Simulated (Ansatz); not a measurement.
**SiBi (hypothetical, Fm-3m): thermal expansion from first principles**

How much does SiBi (hypothetical) expand with temperature? The compound is hypothetical: it was made by swapping elements on a known structure type.

Main program and level: Ansatz 0.2.0; DFT PBEsol, scalar-relativistic, plane waves, PAW.

Most raw output is cut from this account.

## (1) The starting structure

It takes space group R-3m (No. 166, trigonal). The conventional cell has a = 4.135 Å, b = 4.135 Å, c = 10.293 Å, α = 90.00°, β = 90.00°, γ = 120.00°. Nearest to Si lie 6 Bi at 2.94 Å. Nearest to Bi lie 6 Si at 2.94 Å. Farther neighbours are not listed.

As a file:

```cif
data_structure
_symmetry_space_group_name_H-M 'P 1'
_symmetry_Int_Tables_number 1
_cell_length_a 4.1797
_cell_length_b 4.1797
_cell_length_c 4.1797
_cell_angle_alpha 59.289
_cell_angle_beta 59.289
_cell_angle_gamma 59.289
_cell_volume 50.80
loop_
_atom_site_label
_atom_site_type_symbol
_atom_site_fract_x
_atom_site_fract_y
_atom_site_fract_z
_atom_site_occupancy
Si1 Si 0.00000 0.00000 0.00000 1
Bi2 Bi 0.50000 0.50000 0.50000 1
```

## (2) Probe on a coarse mesh

A cheap single point shows whether the cell is a metal or an insulator and how far it is from rest; that sets the k-mesh and the occupations of what follows.

Contents of input.yaml:

```yaml
crystal:
  lattice:
    - [2.06735, 1.19358, 3.43091]
    - [-2.06735, 1.19358, 3.43091]
    - [0.0, -2.38717, 3.43091]
  atoms:
    - { symbol: Si, position: [0.0, 0.0, 0.0] }
    - { symbol: Bi, position: [0.5, 0.5, 0.5] }
kpoints:
  mp_grid: { grid: [6, 6, 6] }
hamiltonian:
  xc: pbesol
scf:
  occupations: { method: gaussian, width: 0.1 }
output:
  forces: true
  stress: true
  eigenvalues: true
```

Command:

```bash
$ ansatz run input.yaml --threads 4 --pin off --max-ram 8192MiB --backend cpu --events-out ev --progress --plain --runs-dir out
```

Run time: 0.61 s. Hardware: 4 threads of Arm Neoverse V1, shared host; peak memory 0.35 GiB; 1.8 s of CPU time.

This step gave:

```yaml
pressure: -2.872 GPa
volume_per_atom: 25.40 Å³
gap_on_the_k_mesh: 0 eV
```

The start is under -2.9 GPa at this level and looks like a metal on this mesh.

## (3) Finding the static equilibrium

The vibrations must be taken about the equilibrium of this functional, not about the starting cell, so the structure is relaxed.

input.yaml, the sections that differ from step 2:

```yaml
kpoints:
  mp_grid: { grid: [12, 12, 12] }
output:
  forces: true
  stress: true
  eigenvalues: true
  write_density: true
  write_potential: true
  elf: true
  volumetric_format: npy
relax:
  adjacent_minimum: "off"
  f_tol: 0.005
  max_steps: 80
  cell: { stress_tol: 0.05 }
# crystal, hamiltonian, scf: as in step 2
```

Run time: 12 s. Hardware: 4 threads; peak memory 0.49 GiB; 47 s of CPU time.

The steps of the relaxation:

```tsv
step	energy less that of the first step (eV)	largest force component (eV/Å)	pressure (GPa)	volume (Å³)
1	0.0000	0.0000	-2.59	50.80
2	-0.0088	0.0000	2.19	47.30
3	-0.0181	0.0000	-0.14	48.84
4	-0.0182	0.0000	-0.01	48.74
5	-0.0182	0.0000	0.00	48.74
6*	-0.0179	0.0000	0.00	48.74
```

Relaxation steps marked * repeat the geometry before them on a plane-wave basis chosen anew for their cell, so energy and pressure can jump there.

Forces are held to the 12 operations that the run works with; a distortion that breaks them can't arise in this run.

```tsv
cell as run	before	after	change
a (Å)	4.180	4.102	-1.9 %
b (Å)	4.180	4.102	-1.9 %
c (Å)	4.180	4.102	-1.9 %
α (°)	59.29	59.93	+1.1 %
β (°)	59.29	59.93	+1.1 %
γ (°)	59.29	59.93	+1.1 %
volume (Å³/atom)	25.40	24.37	-4.1 %
```

Final coordinates:

```xyz
2
Lattice="2.0489 1.1829 3.3513 -2.0489 1.1829 3.3513 0.0000 -2.3659 3.3513" Properties=species:S:1:pos:R:3 pbc="T T T"
Si    0.0000    0.0000    0.0000
Bi    0.0000    0.0000    5.0270
```

This step gave:

```yaml
pressure: -6.00e-4 GPa
volume_per_atom: 24.37 Å³
```

Electrostatic potential energy in the ac plane of the conventional cell at fractional y = 0.000, with atoms of Si and Bi within 0.2 Å of it. With pseudopotentials it is smooth inside the atoms' cores, unlike the true potential.

Values in eV, 24 rows by 14 columns, each cell a mean:
```
-51 -41 -17   2   9  12  12  12  12  11   7  -5 -29 -47
-19 -11   0   7  10  11  11  11  11  11   9   5  -5 -16
  7   8   9  10  10   9   7   7   8   9  10  10   9   7
 12  12  12  11   9   7   5   4   6   8  10  12  12  12
 13  13  13  12  10   7   5   5   6   9  11  12  13  13
 13  13  13  12  11   9   8   8   8  10  12  13  13  13
 13  13  13  13  11  10   9   9   9  11  12  13  13  13
 13  13  13  12  11  10   8   8   9  11  12  12  13  13
  8   9  10  11  11  10   9   9  10  11  11  11  10   8
-10  -5   2   7  10  11  11  11  11  11   9   5  -1  -8
-54 -47 -22  -2   7  11  12  12  12  10   4  -9 -35 -52
-59 -59 -45 -11   5  10  12  13  12   9   0 -25 -56 -59
-59 -58 -38  -8   6  11  12  13  12   9   1 -20 -51 -59
-39 -29 -11   3   9  11  12  12  12  10   6  -2 -19 -36
  1   3   7   9  11  11  10  10  10  11  10   8   5   2
 11  11  11  12  11  10   9   8   9  11  11  12  11  11
 13  13  13  12  11  10   9   8   9  11  12  13  13  13
 13  13  13  12  11  10   9   9   9  11  12  13  13  13
 13  13  13  12  10   9   7   6   8   9  11  12  13  13
 13  13  13  11   9   7   5   4   6   8  10  12  13  13
 11  11  11  11  10   8   5   5   6   9  10  11  11  11
  1   3   7  10  10  10   9   8   9  10  10   9   6   2
-35 -25  -7   5  10  11  12  12  11  11   8   1 -15 -31
-57 -46 -23   0   9  12  13  13  12  11   6  -8 -35 -53
```
Columns run along a (4.1 Å; values clipped at the 3rd and 97th percentile), rows up along c (10.1 Å), edges of the conventional cell, whose origin can differ from the input's. Atoms in or near the plane, at fractional coordinates: Si at (0.00, 0.00), Bi at (0.00, 0.50).

Valence density in the ac plane of the conventional cell at fractional y = 0.000, with atoms of Si and Bi within 0.2 Å of it. It is the smooth field of the valence electrons, not physical close to the nuclei.

Ten steps, logarithmic in the rise over the least value, from '0' (0.0 e/Å³) to '9' (7.4 e/Å³), each cell a mean:
```
23332111122332
33322211122333
22222222222222
11112233322111
00012233321100
00012233321000
00011223221000
00111222221100
22222222222222
54332211222345
88642211123578
99853211124689
99753211124689
77532211123467
43322222222233
11112222221111
00011222221100
00011233221000
00012233321100
00112233321100
11122233322111
33222222222233
33332111122333
12332111122331
```
Columns run along a (4.1 Å), rows up along c (10.1 Å), edges of the conventional cell, whose origin can differ from the input's. Atoms in or near the plane, at fractional coordinates: Si at (0.00, 0.00), Bi at (0.00, 0.50).

ELF in the ac plane of the conventional cell at fractional y = 0.000, with atoms of Si and Bi within 0.2 Å of it. It is the smooth field of the valence electrons, not physical close to the nuclei.

Ten even steps from '_' (0.04) to '@' (0.74), each cell a mean:
```
****@@@@##==::..::++%%@@%%**
%%@@@@%%**==------++##@@@@%%
%%####++============++**##%%
--------============--------
____..::--==++++++==--....__
______::==++******==--..____
______::==**##%%##++--..____
......--++##%%%%##**==::....
==----==++**######++==------
++++++++++++++++++++++++++++
::--++++====--::--==++++==--
....==++==--....::==++++::..
..::==++==--::..::==++++--..
====++++====----====++++++==
========++++******++========
::::----++**##%%##**==--::::
____..::==**%%%%##**--....__
______::==**####**++--..____
____..::--++++++++==--..____
......::--==++++====--::....
++++====================++++
@@@@%%##++==========**##@@@@
##%%@@@@**==::::--++%%@@@@##
##**%%@@##==....::++%%@@##**
```
Columns run along a (4.1 Å), rows up along c (10.1 Å), edges of the conventional cell, whose origin can differ from the input's. Atoms in or near the plane, at fractional coordinates: Si at (0.00, 0.00), Bi at (0.00, 0.50).

The relaxation ends with a pressure of 0.00 GPa.

## (4) Other settings for the ground state: kpoints.mp_grid.grid = [15, 15, 15]

One run with other settings shows how much the ground state depends on them.

This step: DFT PBEsol, scalar-relativistic, plane waves, PAW; settings changed (Ansatz 0.2.0).

Contents of input.yaml:

```yaml
crystal:
  lattice:
    - [2.0489153926, 1.1829402255, 3.351313667]
    - [-2.0489153926, 1.1829402255, 3.351313667]
    - [0.0, -2.365885335, 3.3513119431]
  atoms:
    - { symbol: Si, position: [0.0, 0.0, 0.0] }
    - { symbol: Bi, position: [0.5, 0.5, 0.5] }
kpoints:
  mp_grid: { grid: [15, 15, 15] }
hamiltonian:
  xc: pbesol
scf:
  occupations: { method: gaussian, width: 0.1 }
output:
  forces: true
  eigenvalues: true
  stress: true
```

Run time: 3.1 s. Hardware: 4 threads; peak memory 0.53 GiB; 12 s of CPU time.

This step gave:

| Item | Value |
| --- | --- |
| pressure | 0.004723 GPa |

The run ends at a pressure of 0.00 GPa.

## (5) Relaxing to small residual forces and stress

The relaxation is repeated with tighter thresholds on force and stress, since phonons are sensitive to what is left; a change of mesh or smearing in the input moves the cell too.

This step: DFT PBEsol, scalar-relativistic, plane waves, PAW (Ansatz 0.2.0).

input.yaml, the sections that differ from step 4:

```yaml
kpoints:
  mp_grid: { grid: [12, 12, 12] }
scf:
  occupations: { method: methfessel_paxton, width: 0.2 }
output:
  forces: true
  stress: true
  eigenvalues: true
relax:
  adjacent_minimum: "off"
  f_tol: 0.001
  max_steps: 60
  cell: { stress_tol: 0.01 }
# crystal, hamiltonian: as in step 4
```

Run time: 7.6 s. Hardware: 4 threads; peak memory 0.47 GiB; 29 s of CPU time.

Relaxation path:

```tsv
step	energy less that of the first step (eV)	largest force component (eV/Å)	pressure (GPa)	volume (Å³)
1	0.0000	0.0000	-0.02	48.74
2	0.0000	0.0000	0.01	48.72
3	0.0000	0.0000	0.00	48.72
4*	0.0000	0.0000	0.00	48.72
```

Relaxation steps marked * repeat the geometry before them on a plane-wave basis chosen anew for their cell, so energy and pressure can jump there.

The run keeps the 12 symmetry operations that it works with, so distortions that break them were not tested.

```tsv
cell as run	before	after	change
a (Å)	4.102	4.100	-0.1 %
b (Å)	4.102	4.100	-0.1 %
c (Å)	4.102	4.100	-0.1 %
α (°)	59.93	59.99	+0.1 %
β (°)	59.93	59.99	+0.1 %
γ (°)	59.93	59.99	+0.1 %
volume (Å³/atom)	24.37	24.36	-0.0 %
```

Final coordinates:

```cif
data_structure
_symmetry_space_group_name_H-M 'P 1'
_symmetry_Int_Tables_number 1
_cell_length_a 4.0999
_cell_length_b 4.0999
_cell_length_c 4.0999
_cell_angle_alpha 59.993
_cell_angle_beta 59.993
_cell_angle_gamma 59.993
_cell_volume 48.72
loop_
_atom_site_label
_atom_site_type_symbol
_atom_site_fract_x
_atom_site_fract_y
_atom_site_fract_z
_atom_site_occupancy
Si1 Si 0.00000 0.00000 0.00000 1
Bi2 Bi 0.50000 0.50000 0.50000 1
```

Numbers from this step:

```
pressure        : 0.003981 GPa
volume per atom : 24.36 Å³
```

The residual pressure is 0.0040 GPa, small enough for phonons.

## (6) A faulty attempt

This input was changed on purpose, to see how the program answers.

Contents of input.yaml:

```yaml
crystal:
  lattice:
    - [2.0497132598, 1.183400876, 3.3477239174]
    - [-2.0497132598, 1.183400876, 3.3477239174]
    - [0.0, -2.3668066308, 3.3477221928]
  atoms:
    - { symbol: Si, position: [0.0, 0.0, 0.0] }
    - { symbol: Bi, position: [0.5, 0.5, 0.5] }
kpoints:
  mp_grid: { grid: [12, 12, 12] }
hamiltonian:
  xc: pbesol
scf:
  occupations: { method: methfessel_paxton, width: 0.2 }
  max_iter: 50
output:
  eigenvalues: true
phonons:
  method: dfpt
  qmesh: [3, 3, 3]
  thermal_expansion: { tmax: 1000 }
```

Wall time 0.02 s (4 threads); peak memory 0.025 GiB; 0.02 s of CPU time.

The input was rejected at the start.

The program's message: “Error: YAML parse error: error: line 21 column 24: unknown field `tmax`, expected one of pressure
  --> <input>:21:24
   |
19 |   method: dfpt
20 |   qmesh: [3, 3, 3]
21 |   thermal_expansion: { tmax: …”

The fault put into the input: a key of another program.

## (7) The quasi-harmonic study

The study relaxes the crystal at several strains, solves the phonons on some of them and minimises the free energy at each temperature (static energy, vibrations, the electrons in a metal, and PV under a set pressure); the q-mesh sets how far the force constants reach.

input.yaml, the sections that differ from step 6:

```yaml
scf:
  occupations: { method: methfessel_paxton, width: 0.2 }
phonons:
  method: dfpt
  qmesh: [2, 2, 2]
  temperatures: { t_max: 800.0, t_step: 50 }
  thermal_expansion: {}
# crystal, kpoints, hamiltonian, output: as in step 6
```

Wall time 35 min (4 threads); peak memory 2.2 GiB.

Numbers from this step:

| Property | Result |
| --- | --- |
| pressure | 0.001719 GPa |
| volume expansion coefficient at 298 K | 59.50 1e-6/K |
| C_P at 298 K | 25.35 J/mol-atom/K |
| entropy at 298 K | 42.24 J/mol-atom/K |
| isothermal bulk modulus at 298 K | 60.21 GPa |
| Grüneisen parameter at 298 K | 2.192 |
| volume at 298 K | 24.79 Å³/atom |
| principal linear expansion coefficients at 298 K | 19.8, 19.8, 19.9 1e-6/K |

Strained cells of the study; zero-point energy where phonons were solved; the pressures are stresses at a fixed cutoff and can carry an offset from the finite basis. Expansion cells, by row:

```tsv
cell	|a| (Å)	|b| (Å)	|c| (Å)	V (Å³/atom)	E - E_lowest (meV/atom)	pressure, compression positive (GPa)	gap (eV)	zero-point energy (meV/atom)
1	4.1	4.1	4.1	24.36	0	-0.007	-	-
2	4.133	4.133	4.133	24.95	2.919	-1.562	-	-
3	4.067	4.067	4.067	23.79	3.056	1.729	-	-
4	4.12	4.12	4.12	24.36	0.29	-0.014	-	-
5	4.08	4.08	4.08	24.36	0.243	-0.015	-	-
6	4.099	4.099	4.099	24.37	0.001	-0.025	-	23.87
7	4.12	4.12	4.12	24.74	1.194	-1.018	-	23.05
8	4.109	4.109	4.109	24.37	0.057	-0.027	-	23.87
9	4.144	4.144	4.144	25.16	5.22	-2.053	-	22.12
10	4.166	4.166	4.166	25.56	11.52	-2.955	-	21.23
11	4.188	4.188	4.188	25.97	20.13	-3.786	-	20.32
12	4.134	4.134	4.134	25.16	5.348	-2.065	-	22.12
13	4.198	4.198	4.198	25.96	20.11	-3.779	-	20.33
14	4.059	4.059	4.059	23.65	4.723	2.174	-	-
15	4.079	4.079	4.079	24.01	1.147	1.038	-	-
16	4.222	4.222	4.222	26.6	37.22	-4.915	-	-
17	4.164	4.164	4.164	25.15	5.418	-2.038	-	-
18	4.124	4.124	4.124	25.16	5.619	-2.079	-	-
```

Quasi-harmonic; a, b, c are the run's own cell vectors. Expansion, by row:

```tsv
T (K)	a (Å)	b (Å)	c (Å)	alpha (deg)	beta (deg)	gamma (deg)	cell volume (Å³/cell)	alpha_a (1e-6/K)	alpha_b (1e-6/K)	alpha_c (1e-6/K)	alpha_V (1e-6/K)	C_P (J/mol-atom/K)	C_V (J/mol-atom/K)	S (J/mol-atom/K)	B_T (GPa)	B_S (GPa)	Grueneisen	extrapolation	fit error (1e-6/K)
0	4.107	4.107	4.107	60	60	60	48.98	0	0	0	0	0	0	0	67.16	67.16	-	0	0
50	4.107	4.107	4.107	60	60	60	49	6.84	6.84	6.84	20.55	11.14	11.12	6.97	66.88	67	1.823	0	1.66
100	4.109	4.109	4.109	60	60	60	49.07	13.08	13.08	13.08	39.24	18.89	18.74	17.43	65.89	66.41	2.039	0	2.02
150	4.113	4.113	4.113	60	60	60	49.18	16.02	16.02	16.02	48.01	22.18	21.85	25.8	64.62	65.6	2.103	0	2.35
200	4.116	4.116	4.116	60	60	60	49.31	17.66	17.66	17.66	52.94	23.77	23.24	32.42	63.23	64.66	2.138	0	2.65
250	4.12	4.12	4.12	60	60	60	49.44	18.86	18.86	18.86	56.51	24.71	23.97	37.84	61.74	63.63	2.166	0	2.87
298.1	4.124	4.124	4.124	60	60	60	49.58	19.87	19.87	19.87	59.5	25.35	24.4	42.24	60.21	62.56	2.192	0	2.94
300	4.124	4.124	4.124	60	60	60	49.59	19.9	19.9	19.9	59.61	25.37	24.41	42.4	60.15	62.51	2.193	0	2.93
350	4.128	4.128	4.128	60	60	60	49.74	20.92	20.92	20.92	62.64	25.91	24.71	46.35	58.47	61.32	2.22	0	2.95
400	4.132	4.132	4.132	60	60	60	49.9	21.99	21.99	21.99	65.79	26.4	24.92	49.85	56.69	60.04	2.249	0	3.15
450	4.137	4.137	4.137	60	60	60	50.07	23.15	23.15	23.15	69.22	26.87	25.09	52.98	54.8	58.69	2.279	0	3.56
500	4.142	4.142	4.142	60	60	60	50.25	24.46	24.46	24.46	73.04	27.35	25.22	55.84	52.79	57.25	2.313	0	4.16
550	4.147	4.147	4.147	60	60	60	50.43	25.95	25.95	25.95	77.41	27.88	25.34	58.47	50.65	55.72	2.35	0	5.23
600	4.153	4.153	4.153	60	60	60	50.64	27.68	27.68	27.68	82.47	28.45	25.45	60.92	48.37	54.1	2.391	0	6.78
650	4.159	4.159	4.159	59.99	59.99	59.99	50.85	29.74	29.74	29.74	88.48	29.12	25.54	63.22	45.93	52.37	2.437	0	8.62
700	4.165	4.165	4.165	59.99	59.99	59.99	51.09	32.23	32.23	32.23	95.73	29.91	25.63	65.41	43.31	50.53	2.488	0	10.39
750	4.172	4.172	4.172	59.99	59.99	59.99	51.34	35.33	35.33	35.33	104.7	30.86	25.72	67.5	40.47	48.57	2.547	0	13.46
800	4.18	4.18	4.18	59.99	59.99	59.99	51.63	39.29	39.29	39.29	116.2	32.08	25.8	69.53	37.37	46.46	2.616	0	25.35
```

[end of part 1 of 2]

[Logs are printed without paths, hosts, clocks, repeated set-up lines and the standing remarks that a program may print on its own settings, such as how far it seeks lower states.]

[Hosts, paths, dates, database ids (printed as entryN), source tags and the programs' standing remarks are cut or masked in the printed files.]

[A step with changed settings may run another functional than the one named; its input shows which.]

[Pressures of single members of a volume series are the stress at the run's cutoff; with an incomplete basis they can lie off −dE/dV of the same runs, and they are not shown converged.]
